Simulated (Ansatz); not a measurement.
**MgO (Fm-3m):B_O, thermodynamic levels from a 54-atom cell**

Aim: at which Fermi levels does B_O in MgO (Fm-3m) change its charge? The model is a cell of 54 host atoms with 1 O taken out and 1 B put in.

Calculated with Ansatz 0.2.0; place-levels on r2SCAN runs: charge-transition levels and formation energies with image-charge correction and potential alignment at the atomic sites; PAW set soft_1.

The experiments to compare with:

For MgO, rocksalt (bulk crystal), “Electronic structure of alkaline earth and post-transition metal oxides” (2009, arxiv:0908.1581) quotes earlier work: band gap (literature experimental gap) 7.83 eV [Literature value based on experiment; other listed experimental values range from 7.7 to …].

## 1. The starting structure

The cell holds 54 atoms: 27 Mg, 26 O and 1 B. Its edges and angles: a = 8.925 Å, b = 8.925 Å, c = 8.925 Å, α = 60.0°, β = 60.0°, γ = 60.0°. It derives from MgO (space group Fm-3m). Nearest the centre at fractional (0.500, 0.500, 0.500): B28 at 0.00 Å, Mg51 at 2.10 Å, Mg47 at 2.10 Å, Mg35 at 2.10 Å, Mg45 at 2.10 Å, Mg29 at 2.10 Å, Mg33 at 2.10 Å, O30 at 2.98 Å.

The host's dielectric constants go in as inputs: 3.24 for the electrons alone, 10.37 with the ions, from a response run on this crystal (DFPT, PBEsol) at that run's own cell.

The cell's shortest repeat is 8.9 Å.

## 2. What was run first

Levels follow from differences of total energies between charge states, each relaxed by itself.

Each atom starts 0.05 Å or so off its site in a random direction: a symmetric start keeps its symmetry, and would miss off-centre moves and Jahn–Teller distortions. Forces are taken at one point at (¼, ¼, ¼). The cell holds 2 electrons more than the neutral one, with a uniform background that keeps it neutral on the whole. The electron count is odd, so at least one spin is unpaired; this run locks the moment at 1 μB.

The sampling was tested on the host first: at the k-points planned (1x1x1 shifted 0.25 0.25 0.25) its energy lies 0.020 eV an atom from the dense-mesh value, under the bound of 0.02 eV set for this test; that bounds the host's error, not the defect's.

One state's input; the others differ in charge, spin, start and seed, and in occupations where the table says so.

qm2_M1.relax/input.yaml

```yaml
crystal:
  lattice:
    - [0.0, 6.31124291, 6.31124291]
    - [6.31124291, 0.0, 6.31124291]
    - [6.31124291, 6.31124291, 0.0]
  atoms:
    - { symbol: Mg, position: [0.0, 0.0, 0.0] }
    - { symbol: O, position: [0.16666667, 0.16666667, 0.16666667] }
[... 7 atom lines left out ...]
    - { symbol: O, position: [0.16666667, 0.5, 0.5] }
[... 1 atom line left out ...]
    - { symbol: O, position: [0.16666667, 0.5, 0.83333333] }
[... 3 atom lines left out ...]
    - { symbol: O, position: [0.16666667, 0.83333333, 0.5] }
[... 4 atom lines left out ...]
    - { symbol: Mg, position: [0.33333333, 0.0, 0.33333333] }
    - { symbol: O, position: [0.5, 0.16666667, 0.5] }
[... 1 atom line left out ...]
    - { symbol: O, position: [0.5, 0.16666667, 0.83333333] }
[... 1 atom line left out ...]
    - { symbol: O, position: [0.5, 0.5, 0.16666667] }
[... 1 atom line left out ...]
    - { symbol: B, position: [0.5, 0.5, 0.5] }
    - { symbol: Mg, position: [0.33333333, 0.33333333, 0.66666667] }
    - { symbol: O, position: [0.5, 0.5, 0.83333333] }
[... 1 atom line left out ...]
    - { symbol: O, position: [0.5, 0.83333333, 0.16666667] }
    - { symbol: Mg, position: [0.33333333, 0.66666667, 0.33333333] }
    - { symbol: O, position: [0.5, 0.83333333, 0.5] }
    - { symbol: Mg, position: [0.33333333, 0.66666667, 0.66666667] }
[... 4 atom lines left out ...]
    - { symbol: O, position: [0.83333333, 0.16666667, 0.5] }
[... 3 atom lines left out ...]
    - { symbol: O, position: [0.83333333, 0.5, 0.16666667] }
    - { symbol: Mg, position: [0.66666667, 0.33333333, 0.33333333] }
    - { symbol: O, position: [0.83333333, 0.5, 0.5] }
    - { symbol: Mg, position: [0.66666667, 0.33333333, 0.66666667] }
[... 3 atom lines left out ...]
    - { symbol: Mg, position: [0.66666667, 0.66666667, 0.33333333] }
[... 2 atom lines left out ...]
    - { symbol: O, position: [0.83333333, 0.83333333, 0.83333333] }
  host:
    repeats: [3, 3, 3]
    atoms:
      - { symbol: Mg, position: [0.0, 0.0, 0.0] }
      - { symbol: O, position: [0.5, 0.5, 0.5] }
total_charge: -2
basis:
  ecutwfc: 500
  xc_grid: 2
hamiltonian:
  xc: r2scan
  pseudopotentials: { kind: paw, azcp: { folder: soft_1 } }
kpoints:
  mp_grid: { grid: [1, 1, 1], shift: [0.25, 0.25, 0.25] }
magnetization:
  spin_polarized: true
  initial_magnetization: 1
  spin_locking: { lock_magnetization: hard }
scf:
  occupations: { method: fixed }
  max_iter: 60
output:
  forces: true
  charged_corrections:
    epsilon: 3.24
    static_epsilon: 10.37
    defect_position: [0.5, 0.5, 0.5]
relax:
  f_tol: 0.02
  max_steps: 80
  random_displacement: { amplitude: 0.05, seed: 9861 }
checkpoint:
  write: "../qm2_M1.relax.run"
  compress: false
  write_wavefunctions: true
  write_every: 100000
```

Command:

```
$ ansatz run input.yaml --threads 4 --pin off --max-ram 15073MiB --backend cpu --events-out ev --progress --plain --runs-dir out
```

Defect states can disperse in a cell of this size, so the energy is taken again at a 2×2×2 shifted mesh, on the relaxed structure.

The run of this state that the levels use, under r2SCAN:

qm2_M1.point/input.yaml

```yaml
crystal:
  checkpoint: "../qm2_M1.relax.run"
  host: checkpoint
total_charge: -2
basis:
  ecutwfc: 500
  xc_grid: 2
hamiltonian:
  xc: r2scan
  pseudopotentials: { kind: paw, azcp: { folder: soft_1 } }
kpoints:
  mp_grid: { grid: [2, 2, 2], shift: [0.5, 0.5, 0.5] }
magnetization:
  spin_polarized: true
  initial_magnetization: 1
  spin_locking: { lock_magnetization: hard }
scf:
  occupations: { method: fermi_dirac, width: 0.01 }
  max_iter: 60
output:
  forces: true
  eigenvalues: true
  charged_corrections:
    epsilon: 3.24
    static_epsilon: 10.37
    defect_position: [0.5, 0.5, 0.5]
  eigenstates: { localisation: true }
  populations: true
  efg: {}
  band_densities: [{ bands: [v1, v1] }, { bands: [c1, c1] }]
  write_density: true
  write_potential: true
  volumetric_format: npy
checkpoint:
  read: "../qm2_M1.relax.run"
  write: "../qm2_M1.point.run"
  compress: false
  write_wavefunctions: false
  write_every: 100000
```

Relaxations under r2SCAN at one point at (¼, ¼, ¼); times on 4 threads of Arm Neoverse V2, shared host:

```
charge  moment (μB)  occupations        outcome  steps  largest displacement against the far atoms (Å)     time
    −2            1        fixed      converged      7                                            0.12  3.4 min
    −1            0        fixed  not converged      -                                               -     42 s
    −1            0  fermi-dirac      converged      9                                            0.09  2.3 min
    −1            2        fixed      converged      6                                            0.09  2.5 min
     0            1        fixed      converged      5                                            0.11  8.1 min
     0            3        fixed      converged      5                                            0.10  1.9 min
    +1            0        fixed  not converged      -                                               -     43 s
    +1            0  fermi-dirac      converged      8                                            0.18     92 s
    +1            2        fixed      converged      6                                            0.17  3.2 min
```

Single points under r2SCAN at a 2×2×2 shifted mesh; times on 4 threads of Arm Neoverse V2, shared host:

```
charge  moment (μB)  occupations    outcome     time
    −2            1  fermi-dirac  converged  2.5 min
    −1            0  fermi-dirac  converged     56 s
    −1            2  fermi-dirac  converged  2.1 min
     0            1  fermi-dirac  converged  4.1 min
     0            3  fermi-dirac  converged    2 min
    +1            0  fermi-dirac  converged     50 s
    +1            2  fermi-dirac  converged  2.7 min
```

Distances (Å) from B28 to the nearest atoms after relaxation with r2SCAN:

```
charge  moment (μB)       1.       2.       3.       4.       5.       6.
    −2            1  Mg 2.10  Mg 2.10  Mg 2.11  Mg 2.11  Mg 2.11  Mg 2.11
    −1            0  Mg 2.15  Mg 2.15  Mg 2.15  Mg 2.15  Mg 2.15  Mg 2.16
    −1            2  Mg 2.15  Mg 2.15  Mg 2.15  Mg 2.15  Mg 2.15  Mg 2.15
     0            1  Mg 2.21  Mg 2.21  Mg 2.21  Mg 2.21  Mg 2.21  Mg 2.21
     0            3  Mg 2.21  Mg 2.21  Mg 2.21  Mg 2.21  Mg 2.21  Mg 2.21
    +1            0  Mg 2.26  Mg 2.26  Mg 2.26  Mg 2.26  Mg 2.26  Mg 2.26
    +1            2  Mg 2.25  Mg 2.25  Mg 2.27  Mg 2.27  Mg 2.27  Mg 2.27
```

## 3. place-levels, r2SCAN

A charged cell interacts with its images and the background, and its potential has another zero than the host's. place-levels removes the first by a point-charge model, screened by the static dielectric constant since the ions have relaxed around the charge, and the second by comparing potentials at atoms far from the defect.

The host is a run of the defect-free crystal in the same cutoffs, grids and k-points, so that basis and sampling errors cancel in part in the differences. The host is run in a cell of 2 atoms on a matching mesh. Its band edges are searched through the zone by a band path, so the gap is smaller than, or equal to, that on the mesh. Chemical potentials are energies per atom of O (O2 molecule) and B (alpha-rhombohedral (B12)), run with the same functional and cutoff.

levels.point.yaml

```yaml
host:
  run: host.point.run
states: [qm2_M1.point.run, qm1.point.run, qm1_M2.point.run, q0_M1.point.run, q0_M3.point.run, qp1.point.run, qp1_M2.point.run]
geometry_from:
  qm2_M1.point.run: qm2_M1.relax.run
  qm1.point.run: qm1.relax_smeared.run
  qm1_M2.point.run: qm1_M2.relax.run
  q0_M1.point.run: q0_M1.relax.run
  q0_M3.point.run: q0_M3.relax.run
  qp1.point.run: qp1.relax_smeared.run
  qp1_M2.point.run: qp1_M2.relax.run
chemical_potentials:
  O:
    energy: -565.989614
    dataset: <sha256 of the dataset>
  B:
    energy: -156.554104
    dataset: <sha256 of the dataset>
epsilon: 3.24
static_epsilon: 10.37
vertical:
  - { from: qp1.point.run, to: qp1.point_neutral.run }
  - { from: qp1_M2.point.run, to: qp1_M2.point_neutral.run }
```

Command:

```
$ ansatz place-levels levels.point.yaml -- --threads 4 --pin off --max-ram 15073MiB
```

Numbers of over 12 decimals in the logs are rounded to 6 here.

Log:

```text
[... repeated set-up lines and file paths are left out, and long positions are rounded to six places ...]
(+1/0) 1.715 eV above the valence edge, 3.962 eV under the conduction edge
(0/-1) 4.305 eV above the valence edge, 1.373 eV under the conduction edge
(-1/-2) 5.353 eV above the valence edge, 0.325 eV under the conduction edge
formation energy of charge +1: +9.567 eV with the Fermi level at the valence edge
formation energy of charge 0: +11.282 eV with the Fermi level at the valence edge
formation energy of charge -1: +15.587 eV with the Fermi level at the valence edge
formation energy of charge -2: +20.940 eV with the Fermi level at the valence edge
vertical +1 to 0: no energy, since no alignment is typed
  the change from vertical[0].from (qp1.point.run) to vertical[0].to (qp1.point_neutral.run): by its spins about the atoms it stands at 0.501 0.500 0.501, with an rms radius of about 2.1 Å (1.2 1.3 1.2 Å across the planes of the cell's vectors); [...]
vertical +1 to 0: no energy, since no alignment is typed
  the change from vertical[1].from (qp1_M2.point.run) to vertical[1].to (qp1_M2.point_neutral.run): by its potential at epsilon 3.24 it stands at 0.500 0.500 0.500, with an rms radius of about 1.6 Å (1.1 1.0 0.4 Å across the planes of the cell's vectors); [...]
  edges by r2scan, gap 5.678 eV; the host is sampled to repeats of 17.85 Å
  the defect's cells are sampled to repeats of 17.85 Å, like sampling
  charge +1: -67043.3913 eV with its correction of +0.278 eV, at epsilon 10.37, aligned at sites: +0.0262 eV, mean over 21 atomic sites at or beyond 4.46 Å from the defect at [0.5000, 0.5000, 0.5000], with -0.000000 for the charge's moments and without [...]
  charge 0: +0.000 eV for its dipole among its images, +0.000 omitted
  charge -1: -67022.0024 eV with its correction of +0.239 eV, at epsilon 10.37, aligned at sites: +0.0129 eV, mean over 21 atomic sites at or beyond 4.46 Å from the defect at [0.5000, 0.5000, 0.5000], with -0.000000 for the charge's moments and without [...]
  charge -2: -67008.9654 eV with its correction of +1.002 eV, at epsilon 10.37, aligned at sites: +0.0033 eV, mean over 21 atomic sites at or beyond 4.46 Å from the defect at [0.5000, 0.5000, 0.5000], with -0.000000 for the charge's moments and without [...]
  charge +1: states[5] (qp1.point.run) stands 1.054 eV higher, with a moment of 0.00 μB against 2.00
  charge 0: states[3] (q0_M1.point.run) stands 0.346 eV higher, with a moment of 1.00 μB against 3.00
  charge -1: states[1] (qm1.point.run) stands 0.963 eV higher, with a moment of 0.00 μB against 2.00
  states[1] (qm1.point.run): levels filled in part (TS 0.010 eV): its energy is of no whole electron's
  of states[6] (qp1_M2.point.run): its alignment with the host at atomic sites is doubtful: the cell is too small to show whether the defect's potential has decayed: take a larger one; stability_check_not_made
  of states[4] (q0_M3.point.run): its alignment with the host at atomic sites is doubtful: the cell is too small to show whether the defect's potential has decayed: take a larger one; stability_check_not_made
  of states[2] (qm1_M2.point.run): how wide its charge is, is not read beside other atoms or cores, and a band state would take no correction. [...]
  of states[0] (qm2_M1.point.run): how wide its charge is, is not read beside other atoms or cores, and a band state would take no correction. [...]
  of states[5] (qp1.point.run): it parts from the run at its places by a charge that spreads by about 1.3 Å along one vector (1.3 Å or more is wide), by the spins about the atoms, where the cell does not tell a trapped carrier from a band state. [...]
  of states[3] (q0_M1.point.run): its alignment with the host at atomic sites is doubtful: the cell is too small to show whether the defect's potential has decayed: take a larger one; stability_check_not_made
  of states[1] (qm1.point.run): how wide its charge is, is not read beside other atoms or cores, and a band state would take no correction. [...]
  of vertical[0].from (qp1.point.run): it parts from the run at its places by a charge that spreads by about 1.3 Å along one vector (1.3 Å or more is wide), by the spins about the atoms, where the cell does not tell a trapped carrier from a band state. [...]
  of vertical[0].to (qp1.point_neutral.run): stability_check_not_made
  of vertical[1].from (qp1_M2.point.run): stability_check_not_made
  of vertical[1].to (qp1_M2.point_neutral.run): it set out from the moments of a save, which an earlier run chose (saved_moments_taken); stability_check_not_made
```

Wall time 0.47 s (4 threads of Arm Neoverse V2, shared host).

Levels between the charges placed, in eV above the valence top:

```
        gap (eV)  (+1/0)  (0/−1)  (−1/−2)
r2SCAN      5.68    1.72    4.30     5.35
```

Corrections by state:

```
charge  moment (μB)  image terms and alignment (eV)  band filling (eV)  ε used  over the lowest of its charge, as the program ranks them, band filling apart (eV)
    +1          2.0                           0.278                  -   10.37                                                                              0.000
     0          3.0                           0.000                  -       -                                                                              0.000
    −1          2.0                           0.239                  -   10.37                                                                              0.000
    −2          1.0                           1.002                  -   10.37                                                                              0.000
    +1          0.0                           0.263                  -   10.37                                                                              1.054
     0          1.0                           0.000                  -       -                                                                              0.346
    −1          0.0                           0.235                  -   10.37                                                                              0.963
```

The charged structures listed were also run neutral, and place-levels reads from each pair, by the potential or the spins, how wide the charge is by which they differ; that can be the carrier of either run.

```
charge  rms radius (Å)  spread where it is widest against the cell (Å)  wide from (Å)  reading
    +1             1.6                                            1.08           1.26   narrow
```

The neutral runs of these pairs need not share the spin of the lowest neutral state, and very wide values only mean spread over the cell.

From the program's caveats on the states, each cut to its opening words:

- charge +1 (2 μB), 0 (3 μB), −1 (2 μB), −2 (1 μB), +1, 0 (1 μB), −1: its alignment with the host at atomic sites is doubtful: the cell is too small to show whether the defect's potential has decayed: take a larger one
- charge +1 (2 μB), 0 (3 μB), −1 (2 μB), −2 (1 μB), 0 (1 μB): flagged: stability check not made
- charge −1 (2 μB), −2 (1 μB), −1: how wide its charge is, is not read beside other atoms or cores, and a band state would take no correction
- charge +1: it parts from the run at its places by a charge that spreads by about 1.3 Å along one vector (1.3 Å or more is wide), by the spins about the atoms, where the [...]

Chemical potentials of the elements' reference phases, run alike. Formation energies (elemental references), with the Fermi level at the valence top and at the conduction bottom (gap 5.68 eV):

```
charge  at valence top (eV)  at conduction bottom (eV)  correction included (eV)
    +1                 9.57                      15.24                      0.28
     0                11.28                      11.28                      0.00
    −1                15.59                       9.91                      0.24
    −2                20.94                       9.58                      1.00
```

(Fermi level (eV), lowest formation energy (eV)): (0.00, 9.57), (0.52, 10.08), (1.03, 10.60), (1.55, 11.11), (2.06, 11.28), (2.58, 11.28), (3.10, 11.28), (3.61, 11.28), (4.13, 11.28), (4.65, 10.94), (5.16, 10.43), (5.68, 9.58)

## 4. Outcome

| Quantity | Value |
| --- | --- |
| gap of the host | 5.68 eV (r2SCAN) |
| level (plus 1/0) | 1.72 eV above the valence top |
| level (0/minus 1) | 4.30 eV above the valence top |
| level (minus 1/minus 2) | 5.35 eV above the valence top |
| lowest of the charges placed, just above the valence top (0.02 eV) | +1 |
| lowest of the charges placed, just below the conduction bottom (0.02 eV) | −2 |
| lowest formation energy at mid-gap of the charges run, elemental references | 11.28 eV |

**Reading.** Of the charges placed (−2, −1, 0 and +1), the lowest changes at 1.72 eV (+1/0), 4.30 eV (0/−1) and 5.35 eV (−1/−2) above the valence top, in a gap of 5.68 eV. (−1/−2) lies nearer to a band edge than the share of the finite-size correction in it (0.76 eV), and that correction holds for a localised charge alone. Charges above +1 and below −2 were not placed, so these runs say nothing of levels that involve them. States placed: +1 at 2 μB and 0 μB; 0 at 3 μB and 1 μB; −1 at 2 μB and 0 μB; −2 at 1 μB. Other spin states or structures, where not listed, weren't placed. B is taken at its element; compounds, which aren't counted here, bound the chemical potentials and would shift these formation energies. The program doubts the alignment of potentials for at least one state, a sign that the cell is small. What this leaves open: the images are only 8.9 Å apart; r2SCAN makes the gap too small and tends to spread out bound carriers; where a gas molecule sets a chemical potential or the host's formation energy, its binding is uncorrected.

Computed beside measured:

```
                             quantity  measured           r2SCAN
band gap (least gap of the host) (eV)      7.83  5.68 (-2.15 eV)
```

Measured values from arxiv:0908.1581 (2009).

How well it matches: The band gap is off by -2.15 eV: a clear miss. Local and semilocal functionals usually give gaps below the measured ones. Zero-point and thermal motion shift the measured gap.

[Logs are printed without paths, hosts, clocks, repeated set-up lines and the standing remarks that a program may print on its own settings, such as how far it seeks lower states.]

[Hosts, paths, dates, database ids (printed as entryN), source tags and the programs' standing remarks are cut or masked in the printed files.]

[Where a table of states has a column of steps, it counts the stored structures, which are thinned; the runs took as many ionic steps or more.]

[A defect's name tells the site on which it was built; relaxed atoms can leave that site.]

[For some hosts the program warned that the k-mesh of the response run may be too coarse for force constants and the static dielectric constant; such warnings are not shown here.]
